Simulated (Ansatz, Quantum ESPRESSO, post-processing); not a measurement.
# Nb(110), 5 layers, one monolayer of Si on top sites: vacuum level and surface dipole, part 5 of 6

Wanted: work functions and the surface dipole of Nb(110), 5 layers, one monolayer of Si on top sites at several levels, with their cost.

Quantum ESPRESSO 7.5; plane-wave DFT, PBE, GBRV ultrasoft pseudopotentials; geometry and cross-check by Ansatz 0.2.0 with PAW datasets.

So far. Step 9 (SCF with pw.x: PBE, SPMS norm-conserving): The upper face goes from 4.857 eV (PBE, GBRV) to 4.825 eV, a change of -0.032 eV from the pseudopotentials and their cutoffs. Step 10 (Ground state: PBE, SSSP efficiency): The upper face goes from 4.857 eV (PBE, GBRV) to 4.834 eV, a change of -0.024 eV from the pseudopotentials and their cutoffs.

## 11. Ground state: PBEsol, GBRV ultrasoft

Level of this step: plane-wave DFT, PBEsol, GBRV ultrasoft pseudopotentials (Quantum ESPRESSO 7.5).

Input file gbrv-pbesol.in:

```
&control
  prefix = 'gbrv-pbesol'
  outdir = './out'
  pseudo_dir = './pseudo'
  calculation = 'scf'
  tprnfor = .true.
/
&system
  ibrav = 0
  nat = 6
  ntyp = 2
  ecutwfc = 40
  ecutrho = 200
  occupations = 'smearing'
  smearing = 'mv'
  degauss = 0.02
  assume_isolated = 'esm'
  esm_bc = 'bc1'
/
&electrons
  conv_thr = 1e-07
  mixing_beta = 0.4
  electron_maxstep = 120
  mixing_mode = 'local-TF'
/
ATOMIC_SPECIES
  Nb  92.9064  nb_pbesol_v1.uspp.F.UPF
  Si  28.0850  si_pbesol_v1.uspp.F.UPF
CELL_PARAMETERS angstrom
  2.33345237790000 -1.65000000000000 0.00000000000000
  2.33345237790000 1.65000000000000 0.00000000000000
  0.00000000000000 0.00000000000000 28.33380951170000
ATOMIC_POSITIONS crystal
  Nb  0.000000000000 0.000000000000 -0.211694714647
  Nb  0.500000000000 0.500000000000 -0.129338955947
  Nb  0.000000000000 0.000000000000 -0.046983197347
  Nb  0.500000000000 0.500000000000 0.036144966957
  Nb  -0.000000000000 -0.000000000000 0.119552114158
  Si  -0.000000000000 -0.000000000000 0.211694714647
K_POINTS automatic
  10 10 1 0 0 0
```

Run with:

```sh
> OMP_NUM_THREADS=1 mpirun -n 4 pw.x -nk 4 -in gbrv-pbesol.in > gbrv-pbesol.out
```

Output:

```text
[banner, memory and clock lines left out]
Program PWSCF v.7.5 starts
[citation notice left out]

[...]
Message from routine setup:
[...]
bravais-lattice index     =            0
     lattice parameter (alat)  =       5.4006  a.u.
     unit-cell volume          =    1472.3615 (a.u.)^3
     number of atoms/cell      =            6
     number of atomic types    =            2
     number of electrons       =        69.00
     number of Kohn-Sham states=           42
     kinetic-energy cutoff     =      40.0000  Ry
     charge density cutoff     =     200.0000  Ry
     scf convergence threshold =      1.0E-07
     mixing beta               =       0.4000
     number of iterations used =            8  local-TF  mixing
     Exchange-correlation= SLA  PW   PSX  PSC
                           (   1   4  10   8   0   0   0)

     Effective Screening Medium Method
     Boundary Conditions: Vacuum-Slab-Vacuum
     total charge in unit cell        =   0.0000
     grid points for fit at edges     =        4

[...]
PseudoPot. # 1 for Nb read from file:
     ./pseudo/nb_pbesol_v1.uspp.F.UPF
     Pseudo is Ultrasoft + core correction, Zval = 13.0
     Generated by new atomic code, or converted to UPF format
     Using radial grid of  887 points,  6 beta functions with:
                l(1) =   0
                l(2) =   0
                l(3) =   1
                l(4) =   1
                l(5) =   2
                l(6) =   2
     Q(r) pseudized with  6 coefficients,  rinner =    1.000   1.000   1.000
                                                       1.000   1.000

     PseudoPot. # 2 for Si read from file:
     ./pseudo/si_pbesol_v1.uspp.F.UPF
     Pseudo is Ultrasoft + core correction, Zval =  4.0
     Generated by new atomic code, or converted to UPF format
     Using radial grid of  899 points,  6 beta functions with:
                l(1) =   0
                l(2) =   0
                l(3) =   1
                l(4) =   1
                l(5) =   2
                l(6) =   2
     Q(r) pseudized with  8 coefficients,  rinner =    0.900   0.900   0.900
                                                       0.900   0.900

     atomic species   valence    mass     pseudopotential
     Nb               13.00    92.90640     Nb( 1.00)
     Si                4.00    28.08500     Si( 1.00)

      4 Sym. Ops. (no inversion) found

[...]
number of k points=    31  Marzari-Vanderbilt smearing, width (Ry)=  0.0200
[...]
Dense  grid:    70217 G-vectors     FFT dimensions: (  25,  25, 243)

     Smooth grid:    50303 G-vectors     FFT dimensions: (  24,  24, 216)

     Check: negative core charge=   -0.000001

     Initial potential from superposition of free atoms

     starting charge      68.9869, renormalised to      69.0000

     negative rho (up, down):  2.849E-03 0.000E+00
     Starting wfcs are   69 randomized atomic wfcs

     per-process dynamical memory:    83.8 Mb

     Self-consistent Calculation

     iteration #  1     ecut=    40.00 Ry     beta= 0.40
     Davidson diagonalization with overlap
     ethr =  1.00E-02,  avg # of iterations =  1.3

     negative rho (up, down):  1.399E-03 0.000E+00

     total energy              =    -598.91738232 Ry
     estimated scf accuracy    <       5.25593229 Ry

     iteration #  2     ecut=    40.00 Ry     beta= 0.40
[...]
negative rho (up, down):  6.578E-04 0.000E+00

[...]
total energy              =    -598.90446842 Ry
     estimated scf accuracy    <       1.38731091 Ry

     iteration #  3     ecut=    40.00 Ry     beta= 0.40
[...]
negative rho (up, down):  3.333E-04 0.000E+00

[...]
total energy              =    -598.91733902 Ry
     estimated scf accuracy    <       0.26665204 Ry

     iteration #  4     ecut=    40.00 Ry     beta= 0.40
[...]
negative rho (up, down):  1.695E-04 0.000E+00

[...]
total energy              =    -598.97201399 Ry
     estimated scf accuracy    <       0.08728820 Ry

     iteration #  5     ecut=    40.00 Ry     beta= 0.40
[...]
negative rho (up, down):  9.465E-05 0.000E+00

[...]
total energy              =    -598.99363900 Ry
     estimated scf accuracy    <       0.02498432 Ry

     iteration #  6     ecut=    40.00 Ry     beta= 0.40
[...]
negative rho (up, down):  4.367E-05 0.000E+00

[...]
total energy              =    -599.00291729 Ry
     estimated scf accuracy    <       0.03839071 Ry

[...]
iteration # 26     ecut=    40.00 Ry     beta= 0.40
[...]
negative rho (up, down):  2.984E-03 0.000E+00

[...]
total energy              =    -598.99632164 Ry
     estimated scf accuracy    <       0.00000187 Ry

     iteration # 27     ecut=    40.00 Ry     beta= 0.40
[...]
negative rho (up, down):  3.012E-03 0.000E+00

[...]
total energy              =    -598.99624779 Ry
     estimated scf accuracy    <       0.00000033 Ry

     iteration # 28     ecut=    40.00 Ry     beta= 0.40
[...]
c_bands:  1 eigenvalues not converged
     c_bands:  1 eigenvalues not converged
[...]
negative rho (up, down):  3.046E-03 0.000E+00

[...]
total energy              =    -598.99607533 Ry
     estimated scf accuracy    <       0.00000011 Ry

     iteration # 29     ecut=    40.00 Ry     beta= 0.40
[...]
c_bands:  1 eigenvalues not converged
     c_bands:  1 eigenvalues not converged
     c_bands:  1 eigenvalues not converged
[...]
negative rho (up, down):  3.045E-03 0.000E+00

[...]
End of self-consistent calculation

          k = 0.0000 0.0000 0.0000 (  6353 PWs)   bands (ev):

   -59.3185 -59.2268 -59.0697 -59.0015 -58.8999 -35.7971 -35.6434 -35.3212
   -34.9750 -34.9423 -34.9224 -34.7641 -34.7015 -34.6332 -34.6289 -34.5922
   -34.4899 -34.4733 -34.4550 -34.4159 -14.5784 -10.4803  -9.7614  -8.9193
    -8.4929  -8.4581  -7.3031  -6.3941  -6.1242  -5.6758  -5.1934  -5.1541
    -4.7589  -4.6816  -4.5799  -4.2723  -4.1629  -3.3914  -3.2385  -2.1917
    -2.1381  -2.1255

          k = 0.0612 0.0866 0.0000 (  6350 PWs)   bands (ev):

   -59.3056 -59.2136 -59.0550 -58.9909 -58.8923 -35.7646 -35.6263 -35.3353
   -35.0546 -34.9859 -34.9359 -34.7881 -34.7511 -34.7139 -34.6721 -34.5685
   -34.5596 -34.5104 -34.4975 -34.4526 -14.3878 -10.1847  -9.4865  -8.6458
    -8.2019  -8.1639  -7.1641  -6.3242  -6.0722  -5.6413  -5.3186  -5.1340
    -4.9957  -4.7994  -4.6542  -4.4400  -4.1257  -3.7949  -3.2486  -2.3922
    -2.3165  -2.1287

[...]
the Fermi energy is    -4.7913 ev

!    total energy              =    -598.99603062 Ry
     estimated scf accuracy    <       0.00000001 Ry
     smearing contrib. (-TS)   =       0.00017482 Ry
     internal energy E=F+TS    =    -598.99620545 Ry

     The total energy is F=E-TS. E is the sum of the following terms:
     one-electron contribution =   17303.61061726 Ry
     hartree contribution      =   -8671.44565161 Ry
     xc contribution           =     -95.42688560 Ry
     ewald contribution        =   -9135.73428550 Ry

     convergence has been achieved in  29 iterations

     negative rho (up, down):  3.045E-03 0.000E+00

     Forces acting on atoms (cartesian axes, Ry/au):

     atom    1 type  1   force =     0.00000000    0.00000000    0.02447388
     atom    2 type  1   force =     0.00000000    0.00000000   -0.01591293
     atom    3 type  1   force =     0.00000000    0.00000000    0.00400174
     atom    4 type  1   force =     0.00000000    0.00000000   -0.00094146
     atom    5 type  1   force =     0.00000000    0.00000000   -0.00430739
     atom    6 type  2   force =     0.00000000    0.00000000   -0.00739828

     Total force =     0.030698     Total SCF correction =     0.000678

[...]
```

The job ended after 1.8 min (4 MPI ranks of Intel Xeon Platinum 8559C (Emerald Rapids), shared host; peak memory 0.73 GiB).

Numbers from this step:

| Property | Result |
| --- | --- |
| free energy | -8149.7562 eV |
| Fermi energy | -4.791 eV |
| vacuum line at the lower end of the cell, over the Fermi level | 4.690 eV |
| vacuum line at the upper end of the cell, over the Fermi level | 4.892 eV |

The potential energy, planar mean oscillates, so the rows of the table below give means over windows of 2.33 Å about each position, cut where the curve ends. Its maxima inside the range that stand out by 2 % of the span (Å: eV): -4.8: -1.01, -2.5: -1.07, -0.1: -0.848, 2.2: -0.787, 4.8: 1.65. Its minima: -6.0: -30.8, -3.6: -30.7, -1.3: -30.7, 1.1: -30.9, 3.4: -31.0, 6.0: -13.8.

Electrostatic potential energy of an electron; zero at the Fermi level. The potential energy, planar mean by z; means over each step:

```csv
z (Å),"potential energy, planar mean (eV)"
-12.95,4.69
-10.62,4.69
-8.29,3.76
-5.96,-13.8
-3.62,-13.7
-1.29,-13.7
1.04,-13.7
3.37,-13.7
5.70,-5.64
8.02,4.03
10.36,4.89
12.69,4.89
```

The upper face goes from 4.857 eV (PBE, GBRV) to 4.892 eV, a change of +0.035 eV.

## 12. Self-consistent run: no dipole correction

What happens without any correction? The same slab is run as a plain periodic cell.

Level of this step: plane-wave DFT, PBE, GBRV ultrasoft pseudopotentials (Quantum ESPRESSO 7.5).

Input file nodip.in:

```
&control
  prefix = 'nodip'
  outdir = './out'
  pseudo_dir = './pseudo'
  calculation = 'scf'
  tprnfor = .true.
/
&system
  ibrav = 0
  nat = 6
  ntyp = 2
  ecutwfc = 40
  ecutrho = 200
  occupations = 'smearing'
  smearing = 'mv'
  degauss = 0.02
/
&electrons
  conv_thr = 1e-07
  mixing_beta = 0.4
  electron_maxstep = 120
  mixing_mode = 'local-TF'
/
ATOMIC_SPECIES
  Nb  92.9064  nb_pbe_v1.uspp.F.UPF
  Si  28.0850  si_pbe_v1.uspp.F.UPF
CELL_PARAMETERS angstrom
  2.33345237790000 -1.65000000000000 0.00000000000000
  2.33345237790000 1.65000000000000 0.00000000000000
  0.00000000000000 0.00000000000000 28.33380951170000
ATOMIC_POSITIONS crystal
  Nb  0.000000000000 0.000000000000 0.292936253300
  Nb  0.500000000000 0.500000000000 0.375292012000
  Nb  0.000000000000 0.000000000000 0.457647770600
  Nb  0.500000000000 0.500000000000 0.540775934905
  Nb  -0.000000000000 -0.000000000000 0.624183082105
  Si  -0.000000000000 -0.000000000000 0.716325682595
K_POINTS automatic
  10 10 1 0 0 0
```

Run with:

```sh
> OMP_NUM_THREADS=1 mpirun -n 4 pw.x -nk 4 -in nodip.in > nodip.out
```

Output:

```text
[banner, memory and clock lines left out]
Program PWSCF v.7.5 starts
[citation notice left out]

[...]
Message from routine setup:
[...]
bravais-lattice index     =            0
     lattice parameter (alat)  =       5.4006  a.u.
     unit-cell volume          =    1472.3615 (a.u.)^3
     number of atoms/cell      =            6
     number of atomic types    =            2
     number of electrons       =        69.00
     number of Kohn-Sham states=           42
     kinetic-energy cutoff     =      40.0000  Ry
     charge density cutoff     =     200.0000  Ry
     scf convergence threshold =      1.0E-07
     mixing beta               =       0.4000
     number of iterations used =            8  local-TF  mixing
     Exchange-correlation= SLA  PW   PBE  PBE
                           (   1   4   3   4   0   0   0)

[...]
PseudoPot. # 1 for Nb read from file:
     ./pseudo/nb_pbe_v1.uspp.F.UPF
     Pseudo is Ultrasoft + core correction, Zval = 13.0
     Generated by new atomic code, or converted to UPF format
     Using radial grid of  887 points,  6 beta functions with:
                l(1) =   0
                l(2) =   0
                l(3) =   1
                l(4) =   1
                l(5) =   2
                l(6) =   2
     Q(r) pseudized with  6 coefficients,  rinner =    1.000   1.000   1.000
                                                       1.000   1.000

     PseudoPot. # 2 for Si read from file:
     ./pseudo/si_pbe_v1.uspp.F.UPF
     Pseudo is Ultrasoft + core correction, Zval =  4.0
     Generated by new atomic code, or converted to UPF format
     Using radial grid of  899 points,  6 beta functions with:
                l(1) =   0
                l(2) =   0
                l(3) =   1
                l(4) =   1
                l(5) =   2
                l(6) =   2
     Q(r) pseudized with  8 coefficients,  rinner =    0.900   0.900   0.900
                                                       0.900   0.900

     atomic species   valence    mass     pseudopotential
     Nb               13.00    92.90640     Nb( 1.00)
     Si                4.00    28.08500     Si( 1.00)

      4 Sym. Ops. (no inversion) found

[...]
number of k points=    31  Marzari-Vanderbilt smearing, width (Ry)=  0.0200
[...]
Dense  grid:    70217 G-vectors     FFT dimensions: (  25,  25, 243)

     Smooth grid:    50303 G-vectors     FFT dimensions: (  24,  24, 216)

     Check: negative core charge=   -0.000001

     Initial potential from superposition of free atoms

     starting charge      68.9857, renormalised to      69.0000

     negative rho (up, down):  2.804E-03 0.000E+00
     Starting wfcs are   69 randomized atomic wfcs

     per-process dynamical memory:    83.8 Mb

     Self-consistent Calculation

     iteration #  1     ecut=    40.00 Ry     beta= 0.40
     Davidson diagonalization with overlap
     ethr =  1.00E-02,  avg # of iterations =  2.0

     negative rho (up, down):  1.135E-03 0.000E+00

     total energy              =    -599.13765579 Ry
     estimated scf accuracy    <       5.70375963 Ry

     iteration #  2     ecut=    40.00 Ry     beta= 0.40
[...]
negative rho (up, down):  4.145E-04 0.000E+00

[...]
total energy              =    -599.07683616 Ry
     estimated scf accuracy    <       1.31989264 Ry

     iteration #  3     ecut=    40.00 Ry     beta= 0.40
[...]
negative rho (up, down):  1.856E-04 0.000E+00

[...]
total energy              =    -599.07978765 Ry
     estimated scf accuracy    <       0.17064894 Ry

     iteration #  4     ecut=    40.00 Ry     beta= 0.40
[...]
negative rho (up, down):  6.624E-05 0.000E+00

[...]
total energy              =    -599.07539223 Ry
     estimated scf accuracy    <       0.07566304 Ry

     iteration #  5     ecut=    40.00 Ry     beta= 0.40
[...]
negative rho (up, down):  4.094E-05 0.000E+00

[...]
total energy              =    -599.08119496 Ry
     estimated scf accuracy    <       0.01730652 Ry

     iteration #  6     ecut=    40.00 Ry     beta= 0.40
[...]
negative rho (up, down):  3.231E-05 0.000E+00

[...]
total energy              =    -599.08240201 Ry
     estimated scf accuracy    <       0.02522884 Ry

[...]
iteration # 14     ecut=    40.00 Ry     beta= 0.40
[...]
negative rho (up, down):  3.077E-03 0.000E+00

[...]
total energy              =    -599.08115226 Ry
     estimated scf accuracy    <       0.00000175 Ry

     iteration # 15     ecut=    40.00 Ry     beta= 0.40
[...]
negative rho (up, down):  3.053E-03 0.000E+00

[...]
total energy              =    -599.08115284 Ry
     estimated scf accuracy    <       0.00000063 Ry

     iteration # 16     ecut=    40.00 Ry     beta= 0.40
[...]
negative rho (up, down):  3.037E-03 0.000E+00

[...]
total energy              =    -599.08115292 Ry
     estimated scf accuracy    <       0.00000025 Ry

     iteration # 17     ecut=    40.00 Ry     beta= 0.40
[...]
negative rho (up, down):  3.008E-03 0.000E+00

[...]
End of self-consistent calculation

          k = 0.0000 0.0000 0.0000 (  6353 PWs)   bands (ev):

   -48.8247 -48.7428 -48.5854 -48.5179 -48.4170 -25.2811 -25.1292 -24.8096
   -24.4625 -24.4346 -24.4184 -24.2584 -24.1904 -24.1287 -24.1266 -24.0877
   -23.9864 -23.9707 -23.9514 -23.9129  -4.0083   0.1298   0.8473   1.6869
     2.1075   2.1429   3.2739   4.1921   4.4588   4.9059   5.3923   5.4267
     5.8251   5.9002   6.0030   6.3123   6.4177   7.1871   7.3425   8.3913
     8.4115   8.4409

          k = 0.0612 0.0866 0.0000 (  6350 PWs)   bands (ev):

   -48.8118 -48.7298 -48.5709 -48.5074 -48.4095 -25.2489 -25.1124 -24.8237
   -24.5436 -24.4779 -24.4293 -24.2820 -24.2406 -24.2078 -24.1693 -24.0644
   -24.0555 -24.0072 -23.9936 -23.9493  -3.8179   0.4246   1.1213   1.9597
     2.3970   2.4363   3.4129   4.2615   4.5108   4.9405   5.2669   5.4474
     5.5883   5.7837   5.9302   6.1420   6.4556   6.7863   7.3299   8.1907
     8.2633   8.4336

[...]
the Fermi energy is     5.7927 ev

!    total energy              =    -599.08115291 Ry
     estimated scf accuracy    <       0.00000007 Ry
     smearing contrib. (-TS)   =       0.00018569 Ry
     internal energy E=F+TS    =    -599.08133860 Ry

     The total energy is F=E-TS. E is the sum of the following terms:
     one-electron contribution =   -6021.78889202 Ry
     hartree contribution      =    3018.17746194 Ry
     xc contribution           =     -96.15603884 Ry
     ewald contribution        =    2500.68613032 Ry

     convergence has been achieved in  17 iterations

     negative rho (up, down):  3.008E-03 0.000E+00

     Forces acting on atoms (cartesian axes, Ry/au):

     atom    1 type  1   force =     0.00000000    0.00000000    0.01316514
     atom    2 type  1   force =     0.00000000    0.00000000   -0.01603583
     atom    3 type  1   force =     0.00000000    0.00000000    0.00418690
     atom    4 type  1   force =     0.00000000    0.00000000   -0.00105242
     atom    5 type  1   force =     0.00000000    0.00000000    0.00099120
     atom    6 type  2   force =     0.00000000    0.00000000   -0.00125499

     Total force =     0.021252     Total SCF correction =     0.000677

[...]
```

Elapsed: 59 s, on 4 MPI ranks; peak memory 0.73 GiB.

## 13. Electrostatic potential

Input file nodip.pot.in:

```
&inputpp
  prefix = 'nodip'
  outdir = './out'
  filplot = 'nodip.pot.dat'
  plot_num = 11
/
```

Run with:

```sh
> OMP_NUM_THREADS=1 mpirun -n 4 pp.x -in nodip.pot.in > nodip.pot.out
```

Run time: 1.4 s. Hardware: 4 MPI ranks; peak memory 0.1 GiB; 4.3 s of CPU time.

The potential energy, planar mean oscillates, so the rows of the table below give means over windows of 2.39 Å about each position, cut where the curve ends. Its maxima inside the range that stand out by 2 % of the span (Å: eV): 9.4: -1.12, 11.8: -1.19, 14.1: -1.00, 16.6: -0.994, 19.1: 1.54. Its minima: 8.3: -31.2, 10.6: -31.0, 12.9: -31.0, 15.3: -30.9, 17.7: -31.1, 20.3: -13.7.

Electrostatic potential energy of an electron; zero at the Fermi level. Potential energy, planar mean against z; means over each step:

```csv
z (Å),"potential energy, planar mean (eV)"
1.20,4.69
3.58,4.64
5.97,3.69
8.36,-13.6
10.75,-13.6
13.14,-13.5
15.53,-13.5
17.92,-13.2
20.31,-5.41
22.70,4.49
25.09,4.78
27.48,4.74
```

The vacuum now slopes by 19 meV/Å: the images' field stands in it, and it also polarises the slab.

## 14. All levels side by side

All levels:

```csv
level,upper face (eV),lower face (eV),dipole (e Å),CPU time (s)
"QE PBE GBRV, sawtooth",4.845,4.595,-0.0106,348.7
"QE PBE GBRV, ESM bc1",4.857,4.585,-,439
"QE PBE SPMS norm-conserving, ESM bc1",4.825,4.581,-,810.7
"QE PBE SSSP efficiency, ESM bc1",4.834,4.57,-,655.6
"QE PBEsol GBRV ultrasoft, ESM bc1",4.892,4.69,-,441.7
"QE PBE GBRV, periodic uncorrected (sloping vacuum, so no single level)",4.766,4.664,-,234.4
"Ansatz PBE PAW, sawtooth (time of the whole relaxation)",4.842,4.537,-0.01298,51.81
```

The times are CPU seconds on a shared host; the codes use unlike cutoffs, datasets and smearings, so their times compare unlike work.

(Continued in part 6 of 6.)

[Logs are printed without paths, hosts, clocks, repeated set-up lines and the standing remarks that a program may print on its own settings, such as how far it seeks lower states.]

[Hosts, paths, dates, database ids (printed as entryN), source tags and the programs' standing remarks are cut or masked in the printed files.]

[Maps of the electrostatic potential energy from Ansatz leave out the sawtooth potential of an applied field or a dipole correction, so their vacuum need not be flat; planar profiles and work functions include it.]
